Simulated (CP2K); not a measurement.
Consider isocyanoketene at its PBE geometry (Å).

```xyz
6

C    -2.1347   -1.0025   -0.1011
N    -1.1454   -0.3502   -0.0155
C    -0.0308    0.4470    0.0851
C     1.1862   -0.0775   -0.0633
O     2.2574   -0.5286   -0.1925
H    -0.1327    1.5118    0.2874
```

Method: CP2K XAS_TDP, all-electron GAPW, PBEh(45%), aug-cc-pVDZ, TDA, no relativity.

Question: Where do the C K-edge lines lie, and how strong are they?

Leading lines: C1 281.43 eV, C3 284.23 eV and C4 282.08 eV. The leading line of an atom is its first one with 35 % of the strongest within 2.5 eV of its lowest line over the strength cut. 

The first six lines of each atom with a strength over 0.0015:

```
                     atom  energy (eV)  states  strength, one atom
         C1 (bonded to N)       281.43       1              0.0716
                                281.83       1              0.0656
                                284.27       1              0.0039
                                286.93       1              0.0032
                                287.03       1              0.0022
                                287.68       1              0.0070
C3 (bonded to C, N and H)       282.92       1              0.0024
                                284.23       1              0.0310
                                285.83       1              0.0042
                                286.23       1              0.0082
                                287.24       1              0.0087
                                287.41       1              0.0125
   C4 (bonded to C and O)       282.08       1              0.0740
                                285.04       1              0.0688
                                289.97       1              0.0030
                                290.10       1              0.0029
                                290.30       1              0.0028
                                291.78       1              0.0026
```

Lines are vertical, at one geometry, with no vibrational structure. Without a correction of the core level, line positions, and the gaps between valence and Rydberg lines, follow the share of exact exchange. At this level such K lines come out 3 to 6 eV under measured ones. These values hold no scalar relativity, about 0.1 eV for C 1s. Rydberg lines, and the discretised continuum above threshold, depend on the basis and the box.

[Banner, clock and machine lines of the logs are left out without a mark of their own.]

[Logs are printed without paths, hosts, clocks, repeated set-up lines and the standing remarks that a program may print on its own settings, such as how far it seeks lower states.]

[Hosts, paths, dates, database ids (printed as entryN), source tags and the programs' standing remarks are cut or masked in the printed files.]
